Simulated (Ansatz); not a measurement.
**Decaying states in the gap of LiBeF3**

Aim: relax a made-up compound, LiBeF3, and see how good a tunnel barrier it would be. It is built by putting Be for Ba in the BaLiF3 structure of space group Pm-3m, with the volume rescaled by atomic radii. The parent structure comes from the Materials Project.

Method: PBE DFT, plane waves, PAW files, in the first sound run; inputs show where later runs differ, in Ansatz 0.2.0.

The structure was built from a prototype and need not be the compound's stable phase.

## 1. Starting point

Symmetry: Pm-3m, No. 221, cubic system. The conventional cell has a = 3.304 Å, b = 3.304 Å, c = 3.304 Å, α = 90.00°, β = 90.00°, γ = 90.00°. Be has 12 F at 2.34 Å nearest. Li has 6 F at 1.65 Å nearest. Nearest to F lie 2 Li at 1.65 Å. It derives from BaLiF3. Be for Ba in the BaLiF3 structure of space group Pm-3m. Farther neighbours and most contacts between anions are not listed.

## 2. Relaxing the new crystal

The substituted atoms don't fit the parent's cell, so cell and atoms relax together. A small smearing keeps the run stable in case the gap closes on the way.

File input.yaml:

```yaml
crystal:
  lattice:
    - [3.3040844542, 0.0, 0.0]
    - [0.0, 3.3040844542, 0.0]
    - [0.0, 0.0, 3.3040844542]
  atoms:
    - { symbol: Be, position: [0.0, 0.0, 0.0] }
    - { symbol: Li, position: [0.5, 0.5, 0.5] }
    - { symbol: F, position: [0.0, 0.5, 0.5] }
    - { symbol: F, position: [0.5, 0.5, 0.0] }
    - { symbol: F, position: [0.5, 0.0, 0.5] }
kpoints:
  mp_grid: { grid: [6, 6, 6] }
scf:
  occupations: { method: gaussian, width: 0.03 }
hamiltonian:
  xc: pbe
output:
  forces: true
  stress: true
relax:
  f_tol: 0.02
  max_steps: 60
  cell: {}
```

Launch:

```
$ ansatz run input.yaml --threads 2 --pin off --max-ram 4096MiB --backend cpu --events-out ev --progress --plain --runs-dir out
```

Planned after this: the bulk crystal and its band edges; decaying states in the gap; decay over the two-dimensional zone; the same cell, other settings. Settings of the main run: plane (111), cutoff 420 eV, 12×12×12 k-mesh, gap between the searched band edges 1.6012 eV.

**Question.** What will these runs give for the least decay constant at mid-gap, normal to (111); and least decay constant on a mesh, normal to (111)?

With PBE, the slowest decay at the wavevectors tried is κ = 0.221 Å⁻¹, normal to (111). Through such a film the transmission near mid-gap falls as exp(−2κd), a factor of ten every 5.2 Å. A free electron under a barrier of half the gap would need a mass of 0.23 mₑ to decay at this rate. The compound is made up by substitution; its stability against other phases and against distortions of the cell's symmetry was not tested.

* band gap: 1.60 eV
* least decay constant at mid-gap, normal to (111): 0.221 Å⁻¹
* least decay constant on a mesh, normal to (111): 0.221 Å⁻¹

A semilocal functional narrows gaps, so real decay constants are likely larger.

[Logs are printed without paths, hosts, clocks, repeated set-up lines and the standing remarks that a program may print on its own settings, such as how far it seeks lower states.]

[Hosts, paths, dates, database ids (printed as entryN), source tags and the programs' standing remarks are cut or masked in the printed files.]
